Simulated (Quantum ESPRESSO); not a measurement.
# Canted and collinear textures of FeSb

Wanted: energies and final angles of several spin textures of FeSb

Main program and level: Quantum ESPRESSO 7.5; LDA; plane waves with GBRV 1.5 LDA potentials, no spin-orbit coupling.

This is a report of a sequence of runs, with most program output left out.

The database entry behind the starting cell differs from later determinations by our own check (0.1 to 0.3 % short, probably kX units), so it need not match the best structure at ambient conditions.

## 1. Set-up

Symmetry: P6_3/mmc, No. 194, hexagonal system. The conventional cell has a = 4.060 Å, b = 4.060 Å, c = 5.130 Å, α = 90.00°, β = 90.00°, γ = 120.00°. Nearest to Fe lie 2 Fe at 2.56 Å and 6 Sb at 2.67 Å. Sb has 6 Fe at 2.67 Å nearest. Farther neighbours are not listed.

The cell comes from the Crystallography Open Database.

## 2. Start 1: collinear parallel

File pw.in:

```
&CONTROL
  calculation = 'scf'
  prefix = 'pwscf'
  outdir = './tmp'
  pseudo_dir = './pseudo'
  disk_io = 'nowf'
/
&SYSTEM
  ibrav = 0
  nat = 4
  ntyp = 2
  ecutwfc = 34
  ecutrho = 238
  nbnd = 82
  occupations = 'smearing'
  smearing = 'fd'
  degauss = 0.00734986
  noncolin = .true.
  starting_magnetization(1) = 0.175
  angle1(1) = 0
  angle2(1) = 0
  starting_magnetization(2) = 0
/
&ELECTRONS
  conv_thr = 4d-08
  electron_maxstep = 150
  mixing_beta = 0.3
/
ATOMIC_SPECIES
Fe     55.8450 fe_lda_v1.5.uspp.F.UPF
Sb    121.7600 sb_lda_v1.4.uspp.F.UPF
CELL_PARAMETERS bohr
   7.6722880660    0.0000000000    0.0000000000
  -3.8361440330    6.6443963704    0.0000000000
   0.0000000000    0.0000000000    9.6942950193
ATOMIC_POSITIONS crystal
Fe      0.0000000000    0.0000000000    0.0000000000
Fe      0.0000000000    0.0000000000    0.5000000000
Sb      0.3333333333    0.6666666667    0.2500000000
Sb      0.6666666667    0.3333333333    0.7500000000
K_POINTS automatic
5 5 4 0 0 0
```

Run with:

```sh
$ OMP_NUM_THREADS=1 mpirun -n 3 pw.x -nk 3 -in pw.in > pw.out
```

Wall time 50 s (3 MPI ranks of Intel Xeon at 2.80GHz (Skylake/Cascade Lake), shared host); peak memory 0.42 GiB.

Spin moment in the atom's sphere by atom:

```tsv
atom	x (μB)	y (μB)	z (μB)	size
Fe1	0.00	0.00	1.54	1.54
Fe2	0.00	0.00	1.54	1.54
Sb3	0.00	0.00	-0.06	0.06
Sb4	0.00	0.00	-0.06	0.06
```

Read from the output:

| Item | Value |
| --- | --- |
| smearing term TS | 0.1466 eV |
| magnetization | 0, 0, 2.893 μB |
| absolute magnetization | 3.402 μB |
| final state | ferromagnetic |

## 3. Start 2: random 1

pw.in, as its differences from that of step 2:

```diff
@@ -10,3 +10,3 @@
   nat = 4
-  ntyp = 2
+  ntyp = 3
   ecutwfc = 34
@@ -19,5 +19,9 @@
   starting_magnetization(1) = 0.175
-  angle1(1) = 0
-  angle2(1) = 0
-  starting_magnetization(2) = 0
+  angle1(1) = 60.851
+  angle2(1) = -64.785
+  starting_magnetization(2) = 0.175
+  angle1(2) = 45.883
+  angle2(2) = 38.211
+  starting_magnetization(3) = 0
+  nosym = .true.
 /
@@ -29,3 +33,4 @@
 ATOMIC_SPECIES
-Fe     55.8450 fe_lda_v1.5.uspp.F.UPF
+Fe1    55.8450 fe_lda_v1.5.uspp.F.UPF
+Fe2    55.8450 fe_lda_v1.5.uspp.F.UPF
 Sb    121.7600 sb_lda_v1.4.uspp.F.UPF
@@ -36,4 +41,4 @@
 ATOMIC_POSITIONS crystal
-Fe      0.0000000000    0.0000000000    0.0000000000
-Fe      0.0000000000    0.0000000000    0.5000000000
+Fe1     0.0000000000    0.0000000000    0.0000000000
+Fe2     0.0000000000    0.0000000000    0.5000000000
 Sb      0.3333333333    0.6666666667    0.2500000000
```

The job ended after 6.9 min (3 MPI ranks; peak memory 0.77 GiB).

Spin moment in the atom's sphere by atom:

```tsv
atom	x (μB)	y (μB)	z (μB)	size
Fe1	0.93	-0.35	1.18	1.54
Fe2	0.93	-0.35	1.18	1.54
Sb3	-0.04	0.01	-0.04	0.06
Sb4	-0.04	0.01	-0.04	0.06
```

This step gave:

- smearing term TS: 0.1466 eV
- magnetization: 1.749, -0.65, 2.211 μB
- absolute magnetization: 3.402 μB
- final state: ferromagnetic

## 4. Start 3: collinear alternating

pw.in, as its differences from that of step 3:

```diff
@@ -19,9 +19,8 @@
   starting_magnetization(1) = 0.175
-  angle1(1) = 60.851
-  angle2(1) = -64.785
+  angle1(1) = 0
+  angle2(1) = 0
   starting_magnetization(2) = 0.175
-  angle1(2) = 45.883
-  angle2(2) = 38.211
+  angle1(2) = 180
+  angle2(2) = 0
   starting_magnetization(3) = 0
-  nosym = .true.
 /
```

The job ended after 2.5 min (3 MPI ranks; peak memory 0.44 GiB).

Spin moment in the atom's sphere by atom:

```tsv
atom	x (μB)	y (μB)	z (μB)	size
Fe1	0.000	0.000	0.373	0.373
Fe2	0.000	0.000	-0.373	0.373
Sb3	0.000	0.000	0.000	0.000
Sb4	0.000	0.000	0.000	0.000
```

This step gave:

| Item | Value |
| --- | --- |
| smearing term TS | 0.2170 eV |
| magnetization | 0, 0, 0 μB |
| absolute magnetization | 0.817 μB |
| final state | antiferromagnetic |

## 5. Start 4: random 2

pw.in, as its differences from that of step 4:

```diff
@@ -18,9 +18,10 @@
   noncolin = .true.
-  starting_magnetization(1) = 0.175
-  angle1(1) = 0
-  angle2(1) = 0
+  starting_magnetization(1) = 0.1751
+  angle1(1) = 126.425
+  angle2(1) = 93.989
   starting_magnetization(2) = 0.175
-  angle1(2) = 180
-  angle2(2) = 0
+  angle1(2) = 87.249
+  angle2(2) = -92.353
   starting_magnetization(3) = 0
+  nosym = .true.
 /
```

The job ended after 7 min (3 MPI ranks; peak memory 0.77 GiB).

Spin moment in the atom's sphere by atom:

```tsv
atom	x (μB)	y (μB)	z (μB)	size
Fe1	-0.25	-0.51	-1.43	1.54
Fe2	-0.25	-0.51	-1.43	1.54
Sb3	0.01	0.02	0.05	0.06
Sb4	0.01	0.02	0.05	0.06
```

Numbers from this step:

| Property | Result |
| --- | --- |
| smearing term TS | 0.1466 eV |
| magnetization | -0.477, -0.951, -2.691 μB |
| absolute magnetization | 3.402 μB |
| final state | ferromagnetic |

## 6. An input with a fault

One input was spoiled on purpose, to see how the program answers.

File pw.in:

```
&CONTROL
  calculation = 'scf'
  prefix = 'pwscf'
  outdir = './tmp'
  pseudo_dir = './pseudo'
  disk_io = 'nowf'
/
&SYSTEM
  ibrav = 0
  nat = 4
  ntyp = 2
  ecutwfc = 34
  ecutrho = 238
  nbnd = 43
  occupations = 'smearing'
  smearing = 'fd'
  degauss = 0.00734986
  nspin = 2
  starting_magnetization(1) = 0.175
  starting_magnetization(2) = 0
/
&ELECTRONS
  conv_thr = 4d-08
  electron_maxstep = 75
  mixing_beta = 0.3
/
ATOMIC_SPECIES
Fe     55.8450 fe_lda_v1.5.uspp.F.UPF
Sb    121.7600 sb_lda_v1.4.uspp.F.UPF
CELL_PARAMETERS bohr
   4.0600000000    0.0000000000    0.0000000000
  -2.0300000000    3.5160631394    0.0000000000
   0.0000000000    0.0000000000    5.1300000000
ATOMIC_POSITIONS crystal
Fe      0.0000000000    0.0000000000    0.0000000000
Fe      0.0000000000    0.0000000000    0.5000000000
Sb      0.3333333333    0.6666666667    0.2500000000
Sb      0.6666666667    0.3333333333    0.7500000000
K_POINTS automatic
5 5 4 0 0 0
```

Run time: 4.2 s. Hardware: 3 MPI ranks; peak memory 0.18 GiB; 12 s of CPU time.

The run converged, but its input is faulty, so its numbers are not to be trusted.

The fault in the input: cell vectors in angstrom declared as bohr.

## 7. Ranking

Textures, by row:

```tsv
start	final state	energy over the lowest (meV a seeded atom)	smallest moment (μB)	largest moment (μB)	net moment (μB a cell)	angles to the first moment (degrees)
collinear parallel	ferromagnetic	0	1.538	1.538	2.893	0
random 1	ferromagnetic	0	1.538	1.539	2.893	0
collinear alternating	antiferromagnetic	117.7	0.3727	0.3729	0	180
random 2	ferromagnetic	0	1.538	1.539	2.894	0
```

## 8. What came out

```yaml
lowest_start: collinear parallel, random 1 and random 2
its_final_state: ferromagnetic
its_moments: 1.54 μB
its_net_moment: 2.89 μB a cell
```

What this shows: No finished start ends non-collinear. The mesh is coarse, so differences of some ten meV can be noise where moments are itinerant. Without spin–orbit coupling only the angles between moments matter. The cell holds only so many moments, so longer spirals cannot form in it. Energies are free energies at an electronic temperature of 1160 K, which lowers moments and differences where the moments are itinerant. The cutoff lies under the 40 Ry that these files are usually run at.

[Logs and program files are shortened in this print: banners, set-up blocks, solver, clock and traceback lines can be left out without a mark of their own.]

[Logs are printed without paths, hosts, clocks, repeated set-up lines and the standing remarks that a program may print on its own settings, such as how far it seeks lower states.]

[Hosts, paths, dates, database ids (printed as entryN), source tags and the programs' standing remarks are cut or masked in the printed files.]

[Where a cell is said to come from a database of computed structures, the database is the Materials Project.]
